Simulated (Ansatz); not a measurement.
# Meshes and cutoff for the phonons of CaO (Lime, Fm-3m)

Aim: how dense must the meshes and how high the cutoff be for the phonons of CaO (Lime, Fm-3m)?

Program: Ansatz 0.2.0. Level of theory: DFT PBE, scalar-relativistic, plane waves, PAW. Results are calculated unless marked as measured.

**1. Set-up**

Symmetry: Fm-3m, No. 225, cubic system. The conventional cell has a = 4.830 Å, b = 4.830 Å, c = 4.830 Å, α = 90.00°, β = 90.00°, γ = 90.00°. Nearest to Ca lie 6 O at 2.42 Å. O has 6 Ca at 2.42 Å nearest. Farther neighbours and most contacts between anions are not listed.

**2. Tight relaxation**

Phonons need a cell at rest on their own settings, so the relaxation is repeated with tight tolerances on forces and stress on the k mesh and occupations of the first response run.

input.yaml reads:

```yaml
crystal:
  lattice:
    - [0.0, 2.4150559801, 2.4150559801]
    - [2.4150559801, 0.0, 2.4150559801]
    - [2.4150559801, 2.4150559801, 0.0]
  atoms:
    - { symbol: Ca, position: [0.0, 0.0, 0.0] }
    - { symbol: O, position: [0.5, 0.5, 0.5] }
kpoints:
  mp_grid: { grid: [8, 8, 8] }
hamiltonian:
  xc: pbe
scf:
  occupations: { method: fixed }
output:
  forces: true
  stress: true
  eigenvalues: true
relax:
  adjacent_minimum: "off"
  f_tol: 0.001
  max_steps: 60
  cell: { stress_tol: 0.01 }
```

On the command line:

```bash
$ ansatz run input.yaml --threads 4 --pin off --max-ram 7168MiB --backend cpu --events-out ev --progress --plain --runs-dir out
```

Numbers of over 12 decimals in the logs are rounded to 6 here.

The log of the run:

```text
Engine: ansatz 0.2.0, aarch64-unknown-linux-gnu
Pseudopotentials: kind: paw
Pseudopotential: Ca, paw, valence charge 10, recommended cutoff 420 eV (normal), Ca.paw.azcp
Pseudopotential: O, paw, valence charge 6, recommended cutoff 420 eV (normal), O.paw.azcp
Functional definition: PBE
  parameter kappa = 0.804
  parameter beta = 0.066725
  exchange = pbe_x(kappa = kappa, mu = beta*pi^2/3)
[...]
--- Relaxed structure (2 steps of the walk, 2 accepted, 1 SCFs on fresh bases) ---
  F+E_penalty+E_count = -2387.72274634 eV   max|allowed force component| = 3.681e-29 eV/Å   (the final SCF, on the basis selected at the relaxed cell)
  cell:  # Å, volume = 28.1862 Å³
    - [0, 2.415472, 2.415472]
    - [2.415472, 0, 2.415472]
    - [2.415472, 2.415472, 0]
  atoms:
    - { symbol: Ca, position: [0, 0, 0] }
    - { symbol: O, position: [0.500000, 0.500000, 0.500000] }
[key lines of the parts left out:]
SCF converged after 5 iterations
Free energy (F): -2387.722746 eV
Fermi energy:    7.527119 eV
P = ⅓ Tr σ = -0.0077 GPa (-0.077 kbar)
```

Elapsed: 0.95 s, on 4 threads of Arm Neoverse V1, shared host; peak memory 0.28 GiB.

Little changed from the start: no atom moved by 0.005 Å and no cell edge by 0.1 %.

Numbers from this step:

```yaml
pressure: -0.007665 GPa
gap_on_the_k_mesh: 3.658 eV
volume_per_atom: 14.09 Å³
direct_gap_on_mesh: 4.035 eV
```

The forces vanish by symmetry and the pressure is -0.008 GPa, within the tolerances set. The cell now holds 14.09 Å³/atom.

**3. Response at finite wavevector**

Stability and thermal properties need the whole zone. Linear response on a 4×4×4 q mesh gives force constants as far as a supercell of that size would, and the tensors from the zone-centre run are typed in so that the long-range dipole term is interpolated apart.

input.yaml reads:

```yaml
crystal:
  lattice:
    - [0.0, 2.4154724062, 2.4154724062]
    - [2.4154724062, 0.0, 2.4154724062]
    - [2.4154724062, 2.4154724062, 0.0]
  atoms:
    - { symbol: Ca, position: [0.0, 0.0, 0.0] }
    - { symbol: O, position: [0.5, 0.5, 0.5] }
kpoints:
  mp_grid: { grid: [8, 8, 8] }
hamiltonian:
  xc: pbe
scf:
  occupations: { method: fixed }
output:
  eigenvalues: true
phonons:
  method: dfpt
  qmesh: [4, 4, 4]
  temperatures: { t_max: 1000, t_step: 50 }
  qpath:
    path:
      - [[0.0, 0.0, 0.0], [0.5, 0.0, 0.5], [0.625, 0.25, 0.625]]
      - [[0.375, 0.375, 0.75], [0.0, 0.0, 0.0], [0.5, 0.5, 0.5], [0.5, 0.25, 0.75], [0.5, 0.0, 0.5]]
    npoints: 10
  non_analytic_term:
    high_frequency_dielectric_tensor: [[3.7869, 0.0, 0.0], [0.0, 3.7869, 0.0], [0.0, 0.0, 3.7869]]
    born_effective_charges:
      - { species: Ca, tensor: [[2.3516, 0.0, 0.0], [0.0, 2.3516, 0.0], [0.0, 0.0, 2.3516]] }
      - { species: O, tensor: [[-2.3516, 0.0, 0.0], [0.0, -2.3516, 0.0], [0.0, 0.0, -2.3516]] }
    source: "zone-centre run at this cell"
```

The log of the run:

```text
[...]
Crystal: 2 atoms, lattice volume = 28.186 Å³
Basis set: ecut = 420 eV, 537 PW (Γ), exchange–correlation on 48×48×48 points (8 copies of the dense FFT grid, shifted against one another)
Bands: 12, of which v1, the nominal top of the filled ones, is band 8 counted from 1 (7 counted from 0)
Symmetry: 48 space group operations
k-points: 29 of 512
[...]
SCF iter   1: F=—  HF=-2387.722827 eV  |F-HF|=—  |Δ(HF+E_count)|=         —  Δρ=1.15e-3  dr2=3.14e-4  ethr=1.77e-3  ⟨swp⟩=4.6  Hψ=2042  notcnv=0  defer=11
[...]
SCF iter  10: F=-2387.722746 eV  HF=-2387.722746 eV  |F-HF|=0.00e0  |Δ(HF+E_count)|=  2.06e-10  Δρ=1.68e-8  dr2=6.55e-14  ethr=1.00e-12  ⟨swp⟩=4.0  Hψ=1549  notcnv=0
SCF 1 converged in 10 iterations: F = -2387.722746 eV  dr2 = 6.55e-14
[...]
NSCF: frozen V_eff on 29 k-points
[...]
DFPT response loops at q = (0, 0, 0) (fractional): preconditioner auto → none (the input reference at scf.mixing.eps_inf says where Resta's filter doesn't serve); β = 0.50; Broyden in place of MSR1
[...]
SCF converged after 10 iterations
Free energy (F): -2387.722746 eV
[...]
Internal energy: -2387.722746 eV  (E = F + TS)
E sigma→0 (E₀):  -2387.722746 eV
Fermi energy:    7.527119 eV
[...]
--- Band table (eV; the first three rows and the last of 29) ---
  k-point 0: bands = [... 4 lower, -7.9604, 7.5271, 7.5271, 7.5271, 12.1341, 13.7262, 13.7262, 13.7262]
  k-point 1: bands = [... 4 lower, -7.7563, 7.0003, 7.3245, 7.3245, 12.8138, 13.6840, 13.9838, 13.9838]
  k-point 2: bands = [... 4 lower, -7.3353, 6.0185, 6.8891, 6.8891, 13.7412, 14.2660, 14.6596, 14.6596]
  k-point 28: bands = [... 4 lower, -7.3679, 6.2735, 6.4734, 6.4734, 13.8014, 13.8014, 15.8117, 16.9648]
--- Phonons (Γ-DFPT): 2 representative perturbations + reference (Σ response iterations 7) ---
  ASR residual: 2.238e-5 → 0.000e0 eV/Å²; symmetrization residual: 5.539e-7 eV/Å²
  ASR residual per site (eV/Å²): 8.61e-6 2.24e-5
  Γ frequencies (cm⁻¹): 0.00 0.00 0.00 255.28 255.28 255.28
--- Phonons (arbitrary-q DFPT): 8 irreducible q on the 4×4×4 mesh ---
  q = [0.0000, 0.0000, 0.0000] (star 1, of the zone-centre solve; hermiticity 4.04e-7, symmetrization 4.12e-13): -0.00 0.00 0.00 255.28 255.28 255.28
  q = [0.0000, 0.0000, 0.2500] (star 8, 2 solved perturbations on 288 of 512 k-point pairs; hermiticity 3.65e-7, symmetrization 4.10e-14): 122.39 122.39 225.75 274.33 274.33 513.81
[...]
q = [0.0000, 0.2500, 0.2500] (star 6, 4 solved perturbations in 528 linear systems a pass and spin channel, the states on 164 of 512 k-point pairs; hermiticity 1.04e-7, symmetrization 3.62e-14): 143.46 143.46 220.85 272.14 272.14 473.13
[...]
sum rule: each row above includes the acoustic sum rule's correction from the zone centre's row sums; it moved no ω² by more than (0.62 cm⁻¹)²
  mesh force constants: q→R imaginary residual 1.47e-18; ASR residual 2.238e-5 → 0.000e0 eV/Å²; symmetrization residual 5.329e-15 eV/Å²
  interpolated dispersion: 63 rows × 6 modes
  density of states and harmonic sums: on the 24×24×24 q-mesh, interpolated from the force constants of a 4×4×4 supercell (with the dipole–dipole term of supplied tensors)
  largest difference from the sums on the solved wave vectors: F 8.97e-3 eV, S 1.30e-5 and C_V 3.97e-6 eV/K
  zero-point energy: 0.103291 eV/cell   skipped modes (ω ≤ 0): 3   left out of the sums: 3.62e-5 of the cell's modes: C_V's classical limit lies that fraction below 3 k_B per atom; for a crystal, a wire or a layer, F and S can be off by more, and a phonons.interpolated_qmesh denser along its periods is the remedy for the sampling
```

Run time: 35 s. Hardware: 4 threads; peak memory 0.71 GiB.

This step gave:

| Quantity | Value |
| --- | --- |
| sum-rule residual before enforcement | 2.24e-5 eV/Å² |
| lowest frequency on the path | 0 cm⁻¹ |
| point group | m-3m |
| highest frequency on the path or at a solved wavevector | 536.8 cm⁻¹ |
| mean frequency | 277.7 cm⁻¹ |
| Debye temperature (second moment) | 544 K |
| logarithmic mean frequency | 261.4 cm⁻¹ |
| highest optical mode at the zone centre (no LO-TO term) | 255.3 cm⁻¹ |
| lowest optical zone-centre mode | 255.3 cm⁻¹ |
| lowest mode on the q mesh (acoustic modes at Γ apart) | 122.4 cm⁻¹ |
| zero-point energy per atom | 51.65 meV |
| heat capacity at 300 K | 21.35 J/(mol atoms K) |
| vibrational entropy at 300 K | 21.23 J/(mol atoms K) |

Frequencies (cm⁻¹) solved at each irreducible wavevector; negative means imaginary. Frequencies by wavevector, by row:

| q in reciprocal lattice units | star | mode 1 | mode 2 | mode 3 | mode 4 | mode 5 | mode 6 |
| --- | --- | --- | --- | --- | --- | --- | --- |
| 0 0 0 | 1 | 0 | 0 | 0 | 255.3 | 255.3 | 255.3 |
| 0 0 0.25 | 8 | 122.4 | 122.4 | 225.8 | 274.3 | 274.3 | 513.8 |
| 0 0 -0.5 | 4 | 168 | 168 | 291.6 | 291.6 | 362.3 | 459.6 |
| 0 0.25 0.25 | 6 | 143.5 | 143.5 | 220.8 | 272.1 | 272.1 | 473.1 |
| 0 0.25 -0.5 | 24 | 184.4 | 214.4 | 287.1 | 292.8 | 320.2 | 416.8 |
| 0 0.25 -0.25 | 12 | 163.9 | 214.6 | 284.2 | 292.2 | 302.7 | 453 |
| 0 -0.5 -0.5 | 3 | 197.5 | 197.5 | 277.7 | 283.4 | 283.4 | 382.8 |
| 0.25 -0.5 -0.25 | 6 | 229.8 | 252.2 | 252.2 | 334.2 | 334.2 | 344.9 |

Interpolated from a 4×4×4 q mesh, with the LO-TO term (at Γ the limit along the path; where Γ stands inside the path, tables give the limit on arrival). Phonon branches along the path, in cm⁻¹:

| point | branch 1 | branch 2 | branch 3 | branch 4 | branch 5 | branch 6 |
| --- | --- | --- | --- | --- | --- | --- |
| Γ | 0 | 0 | 0 | 255 | 255 | 537 |
| halfway | 144 | 144 | 221 | 272 | 272 | 473 |
| X | 198 | 198 | 278 | 283 | 283 | 383 |
| halfway | 197 | 219 | 274 | 285 | 310 | 376 |
| U | 194 | 262 | 264 | 289 | 357 | 362 |
| jump to K | 194 | 262 | 264 | 289 | 357 | 362 |
| halfway | 137 | 170 | 244 | 281 | 285 | 490 |
| Γ | 0 | 0 | 0 | 255 | 255 | 537 |
| halfway | 122 | 122 | 226 | 274 | 274 | 514 |
| L | 168 | 168 | 292 | 292 | 362 | 460 |
| halfway | 185 | 214 | 296 | 303 | 332 | 422 |
| W | 230 | 252 | 252 | 334 | 334 | 345 |
| halfway | 214 | 219 | 271 | 299 | 316 | 370 |
| X | 198 | 198 | 278 | 283 | 283 | 383 |

The phonon branches as a text plot (rows in cm⁻¹):

```
    526 |****                     **********
    503 |    **                  *          **
    481 |      *                *             **
    459 |                      *                ****
    436 |       *            **                     **
    414 |        *          *                         **
    391 |         *****    *                            *      **
    369 |              ****                      **          **
    347 |                ***                    *  ***   ****
    324 |               *   *                  *      ********
    302 |              *   *****              * *********   ***
    280 |    *************** *******        ****        *    ****
    257 |****    *       ***      ********** *           ****
    235 |       *       *   *   *           *          ** ****
    212 |      *       *     **  *                    * **  ****
    190 |    **   ***********  *           *        ****       **
    168 |       **           ** * **           ******
    145 |   *  *               ***        *  **
    123 |    **                  *  *       *
    101 |  **                     **     * *
     78 |  *                        *     *
     56 | *                         **  **
     34 | *                          *  *
     11 |*                            **
         Γ           X  U|K            Γ         L        W     X
```

Symmetry leaves 8 wavevectors to solve. The lowest mode among them, the acoustic zeros apart, lies at q = (0, 0, 0.25) and is real, 122 cm⁻¹.

**4. Another q mesh, q mesh 2×2×2**

The q mesh is changed to 2×2×2, to see how far the force constants must reach.

input.yaml, as its differences from that of step 3:

```diff
@@ -18,3 +18,3 @@
   method: dfpt
-  qmesh: [4, 4, 4]
+  qmesh: [2, 2, 2]
   temperatures: { t_max: 1000, t_step: 50 }
```

The log of the run:

```text
[...]
Crystal: 2 atoms, lattice volume = 28.186 Å³
Basis set: ecut = 420 eV, 537 PW (Γ), exchange–correlation on 48×48×48 points (8 copies of the dense FFT grid, shifted against one another)
Bands: 12, of which v1, the nominal top of the filled ones, is band 8 counted from 1 (7 counted from 0)
Symmetry: 48 space group operations
k-points: 29 of 512
[...]
SCF iter   1: F=—  HF=-2387.722827 eV  |F-HF|=—  |Δ(HF+E_count)|=         —  Δρ=1.15e-3  dr2=3.14e-4  ethr=1.77e-3  ⟨swp⟩=4.6  Hψ=2042  notcnv=0  defer=11
[...]
SCF iter  10: F=-2387.722746 eV  HF=-2387.722746 eV  |F-HF|=0.00e0  |Δ(HF+E_count)|=  2.06e-10  Δρ=1.68e-8  dr2=6.55e-14  ethr=1.00e-12  ⟨swp⟩=4.0  Hψ=1549  notcnv=0
SCF 1 converged in 10 iterations: F = -2387.722746 eV  dr2 = 6.55e-14
[...]
SCF converged after 10 iterations
Free energy (F): -2387.722746 eV
[...]
Internal energy: -2387.722746 eV  (E = F + TS)
E sigma→0 (E₀):  -2387.722746 eV
Fermi energy:    7.527119 eV
[...]
--- Band table (eV; the first three rows and the last of 29) ---
  k-point 0: bands = [... 4 lower, -7.9604, 7.5271, 7.5271, 7.5271, 12.1341, 13.7262, 13.7262, 13.7262]
  k-point 1: bands = [... 4 lower, -7.7563, 7.0003, 7.3245, 7.3245, 12.8138, 13.6840, 13.9838, 13.9838]
  k-point 2: bands = [... 4 lower, -7.3353, 6.0185, 6.8891, 6.8891, 13.7412, 14.2660, 14.6596, 14.6596]
  k-point 28: bands = [... 4 lower, -7.3679, 6.2735, 6.4734, 6.4734, 13.8014, 13.8014, 15.8117, 16.9648]
[...]
ASR residual: 2.238e-5 → 0.000e0 eV/Å²; symmetrization residual: 5.539e-7 eV/Å²
  ASR residual per site (eV/Å²): 8.61e-6 2.24e-5
  Γ frequencies (cm⁻¹): 0.00 0.00 0.00 255.28 255.28 255.28
--- Phonons (arbitrary-q DFPT): 3 irreducible q on the 2×2×2 mesh ---
[...]
interpolated dispersion: 63 rows × 6 modes
[...]
```

Run time: 6.3 s. Hardware: 4 threads; peak memory 0.47 GiB; 23 s of CPU time.

This step gave:

```
mean frequency                                        : 276.9 cm⁻¹
Debye temperature (second moment)                     : 542 K
lowest mode on the q mesh (acoustic modes at Γ apart) : 168.0 cm⁻¹
zero-point energy per atom                            : 51.5 meV
heat capacity at 300 K                                : 21.38 J/(mol atoms K)
vibrational entropy at 300 K                          : 21.21 J/(mol atoms K)
```

Frequencies (cm⁻¹) solved at each irreducible wavevector; negative means imaginary. Frequencies by wavevector, by row:

| q in reciprocal lattice units | star | mode 1 | mode 2 | mode 3 | mode 4 | mode 5 | mode 6 |
| --- | --- | --- | --- | --- | --- | --- | --- |
| 0 0 0 | 1 | 0 | 0 | 0 | 255.3 | 255.3 | 255.3 |
| 0 0 -0.5 | 4 | 168 | 168 | 291.6 | 291.6 | 362.3 | 459.6 |
| 0 -0.5 -0.5 | 3 | 197.5 | 197.5 | 277.7 | 283.4 | 283.4 | 382.8 |

Interpolated from a 2×2×2 q mesh, rough between the solved points, with the LO-TO term (at Γ the limit along the path; where Γ stands inside the path, tables give the limit on arrival). The phonon branches at the labelled points (cm⁻¹):

| point | branch 1 | branch 2 | branch 3 | branch 4 | branch 5 | branch 6 |
| --- | --- | --- | --- | --- | --- | --- |
| Γ | 0 | 0 | 0 | 255 | 255 | 537 |
| halfway | 156 | 156 | 213 | 283 | 283 | 474 |
| X | 198 | 198 | 278 | 283 | 283 | 383 |
| halfway | 194 | 219 | 276 | 284 | 299 | 376 |
| U | 186 | 261 | 271 | 284 | 339 | 360 |
| jump to K | 186 | 261 | 271 | 284 | 339 | 360 |
| halfway | 136 | 183 | 244 | 266 | 299 | 487 |
| Γ | 0 | 0 | 0 | 255 | 255 | 537 |
| halfway | 127 | 127 | 231 | 270 | 270 | 512 |
| L | 168 | 168 | 292 | 292 | 362 | 460 |
| halfway | 180 | 215 | 289 | 305 | 334 | 410 |
| W | 221 | 256 | 256 | 307 | 337 | 337 |
| halfway | 210 | 220 | 275 | 295 | 300 | 370 |
| X | 198 | 198 | 278 | 283 | 283 | 383 |

The phonon branches as a text plot (rows in cm⁻¹):

```
    526 |***                      **********
    503 |   ***                  *          **
    481 |      *                *             **
    459 |       *              *                ****
    436 |                    **                     **
    414 |        ***        *                         *
    391 |           ***                                *       **
    369 |              *****                     **     *   ***
    347 |                 ***                   *  ***   ***
    324 |                *   **                *      ***  **
    302 |              **      **             *  **************
    280 |   ******************** ***        *****  ******   *****
    257 |***     *       ****   ************             ***
    235 |       *       *    ** *           *          **   **
    212 |      *       *       * *                   **  *******
    190 |    **  **********     *          *        * ***      **
    168 |       *          ****   **           *******
    145 |   ****               ***        *  **
    123 |                        ****       *
    101 |  **                     **     * *
     78 |  *                        *     *
     56 | *                         **  **
     34 | *                          *  *
     11 |*                            **
         Γ           X  U|K            Γ         L        W     X
```

The mean frequency is 276.9 cm⁻¹, -0.8 cm⁻¹ against the base run.

On this path the spectrum ends at 537 cm⁻¹ (at Γ). No branch goes imaginary on this path.

**5. Another q mesh, k-mesh 9×9×9, q mesh 3×3×3**

The q mesh is changed to 3×3×3, to see how far the force constants must reach; the k mesh is 9×9×9, against 8×8×8 in the base run, so that the q mesh divides it.

input.yaml, as its differences from that of step 4:

```diff
@@ -9,3 +9,3 @@
 kpoints:
-  mp_grid: { grid: [8, 8, 8] }
+  mp_grid: { grid: [9, 9, 9] }
 hamiltonian:
@@ -18,3 +18,3 @@
   method: dfpt
-  qmesh: [2, 2, 2]
+  qmesh: [3, 3, 3]
   temperatures: { t_max: 1000, t_step: 50 }
```

The log of the run:

```text
[...]
Crystal: 2 atoms, lattice volume = 28.186 Å³
Basis set: ecut = 420 eV, 537 PW (Γ), exchange–correlation on 48×48×48 points (8 copies of the dense FFT grid, shifted against one another)
Bands: 12, of which v1, the nominal top of the filled ones, is band 8 counted from 1 (7 counted from 0)
Symmetry: 48 space group operations
k-points: 35 of 729
[...]
k-point 34: bands = [... 4 lower, -7.3467, 6.1371, 6.4763, 6.5539, 13.3976, 14.2966, 15.8590, 16.8557]
[...]
ASR residual: 2.956e-5 → 0.000e0 eV/Å²; symmetrization residual: 4.551e-7 eV/Å²
  ASR residual per site (eV/Å²): 8.23e-6 2.96e-5
  Γ frequencies (cm⁻¹): 0.00 0.00 0.00 255.30 255.30 255.30
--- Phonons (arbitrary-q DFPT): 4 irreducible q on the 3×3×3 mesh ---
[...]
interpolated dispersion: 63 rows × 6 modes
[...]
[key lines of the parts left out:]
SCF converged after 10 iterations
Free energy (F): -2387.722737 eV
Fermi energy:    7.527103 eV
```

Elapsed: 21 s, on 4 threads; peak memory 0.61 GiB.

Frequencies (cm⁻¹) solved at each irreducible wavevector; negative means imaginary. Frequencies by wavevector, by row:

| q in reciprocal lattice units | star | mode 1 | mode 2 | mode 3 | mode 4 | mode 5 | mode 6 |
| --- | --- | --- | --- | --- | --- | --- | --- |
| 0 0 0 | 1 | 0 | 0 | 0 | 255.3 | 255.3 | 255.3 |
| 0 0 0.3333 | 8 | 147.6 | 147.6 | 283.1 | 283.1 | 289.2 | 495 |
| 0 0.3333 0.3333 | 6 | 173.2 | 173.2 | 256.2 | 278.3 | 278.3 | 433 |
| 0 0.3333 -0.3333 | 12 | 186.8 | 254 | 283.6 | 292.4 | 338.6 | 392.9 |

The mean frequency is 277.5 cm⁻¹, -0.2 cm⁻¹ against the base run, whose k mesh differs too.

**6. Another q mesh, k-mesh 12×12×12, q mesh 6×6×6**

The q mesh is changed to 6×6×6, to see how far the force constants must reach; the k mesh is 12×12×12, against 8×8×8 in the base run, so that the q mesh divides it.

input.yaml, as its differences from that of step 5:

```diff
@@ -9,3 +9,3 @@
 kpoints:
-  mp_grid: { grid: [9, 9, 9] }
+  mp_grid: { grid: [12, 12, 12] }
 hamiltonian:
@@ -18,3 +18,3 @@
   method: dfpt
-  qmesh: [3, 3, 3]
+  qmesh: [6, 6, 6]
   temperatures: { t_max: 1000, t_step: 50 }
```

The log of the run:

```text
[...]
Crystal: 2 atoms, lattice volume = 28.186 Å³
Basis set: ecut = 420 eV, 537 PW (Γ), exchange–correlation on 48×48×48 points (8 copies of the dense FFT grid, shifted against one another)
Bands: 12, of which v1, the nominal top of the filled ones, is band 8 counted from 1 (7 counted from 0)
Symmetry: 48 space group operations
k-points: 72 of 1728
[...]
k-point 71: bands = [... 4 lower, -7.3679, 6.2735, 6.4734, 6.4734, 13.8014, 13.8014, 15.8117, 16.9648]
[...]
ASR residual: 2.566e-5 → 0.000e0 eV/Å²; symmetrization residual: 1.748e-7 eV/Å²
  ASR residual per site (eV/Å²): 1.31e-5 2.57e-5
  Γ frequencies (cm⁻¹): 0.00 0.00 0.00 255.30 255.30 255.30
--- Phonons (arbitrary-q DFPT): 16 irreducible q on the 6×6×6 mesh ---
[...]
interpolated dispersion: 63 rows × 6 modes
[...]
[key lines of the parts left out:]
SCF converged after 10 iterations
Free energy (F): -2387.722848 eV
Fermi energy:    7.527126 eV
```

It took 5.4 min on 4 threads; peak memory 1.6 GiB.

The mean frequency is 277.7 cm⁻¹, +0.0 cm⁻¹ against the base run, whose k mesh differs too.

(Part 1 of 3 ends here.)

[Logs are printed without paths, hosts, clocks, repeated set-up lines and the standing remarks that a program may print on its own settings, such as how far it seeks lower states.]

[Hosts, paths, dates, database ids (printed as entryN), source tags and the programs' standing remarks are cut or masked in the printed files.]
